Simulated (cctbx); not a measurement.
# Accept or mend?

Cell a = 4.8190 Å, b = 4.8190 Å, c = 5.0130 Å, α = 90.00°, β = 90.00°, γ = 90.00°; space group P4/mmm (no. 123).

The data are simulated with cctbx, not measured: Ag Kα, λ = 0.56087 Å, to d = 0.75 Å, 80 % of the full sphere, strongest reflection 40000 counts, noise from counting, a 6 % proportional error and a noise floor of 8 counts (s.d.); no absorption, and some extinction, which the refinements don't model.

An anisotropic refinement with weights 1/σ² prints:

```text
Rint 0.045, 29 unique reflections to 1.30 A
cycle     R1     wR2    GooF  max shift (A)
   1  0.0184  0.0446   1.423   0.00000
   2  0.0135  0.0364   1.161   0.00000
final R1 0.0135 wR2 0.0364 GooF 1.161  parameters 7  data/parameter 4.1
atom        x        y        z      Ueq    occ   su(xyz)  su(Uiso or U11)
Pb1    0.50000  0.00000  0.50000   0.0087  1.000  0.00000  0.0017
Zr1    0.50000  0.50000  0.00000   0.0156  1.000  0.00000  0.0030
Sr1    0.00000  0.00000  0.00000   0.0165  1.000  0.00000  0.0031
difference map: max 1.02 min -1.13 rms 0.26
Q1    0.5000  0.5000  0.5000    1    1.15  2.41 A from Pb1
Q2    0.0000  0.5000  0.0000    2    0.47  2.41 A from Zr1
Q3    0.0000  0.0000  0.4279    2    0.39  2.15 A from Sr1
Q4    0.2000  0.3333  0.0000    8    0.33  1.65 A from Zr1
Q5    0.0000  0.2491  0.2495    8    0.25  1.73 A from Sr1
Q6    0.0000  0.0000  0.0000    1   -0.43  0.00 A from Sr1
```

**Question.** Can this result stand? If not, what is the likely fault?

Mend it. The fault: data cut at low resolution. Against the right model at the same level, R1 goes from 0.0142 to 0.0135 and GooF from 1.02 to 1.16. The atoms are right, but there are too few data for the parameters: R1 flatters and the s.u.s grow. Data per parameter fall from 16.6 to 4.1.

The compound is SrZrPb2. The right model at the same level gives:

```text
Rint 0.046, 116 unique reflections to 0.75 A
cycle     R1     wR2    GooF  max shift (A)
   1  0.0145  0.0338   1.067   0.00000
   2  0.0142  0.0322   1.016   0.00000
final R1 0.0142 wR2 0.0322 GooF 1.016  parameters 7  data/parameter 16.6
atom        x        y        z      Ueq    occ   su(xyz)  su(Uiso or U11)
Pb1    0.50000  0.00000  0.50000   0.0076  1.000  0.00000  0.0002
Zr1    0.50000  0.50000  0.00000   0.0116  1.000  0.00000  0.0005
Sr1    0.00000  0.00000  0.00000   0.0136  1.000  0.00000  0.0005
difference map: max 1.62 min -2.39 rms 0.38
Q1    0.0000  0.0000  0.5000    1    1.75  2.41 A from Pb1
Q2    0.0000  0.5000  0.0000    2    1.34  2.41 A from Zr1
Q3    0.5000  0.5000  0.5000    1    0.96  2.41 A from Pb1
Q4    0.0000  0.2635  0.3903    8    0.79  1.27 A from Pb1
Q5    0.0000  0.1147  0.3436    8    0.74  1.81 A from Sr1
Q6    0.2442  0.5000  0.0641    8    0.68  1.27 A from Zr1
```

The model was made for the exercise: a known structure type with other elements put in, its volume estimated, not relaxed; displacement parameters are assumed.

[Middle refinement cycles are left out of these outputs.]

[Logs are printed without paths, hosts, clocks, repeated set-up lines and the standing remarks that a program may print on its own settings, such as how far it seeks lower states.]
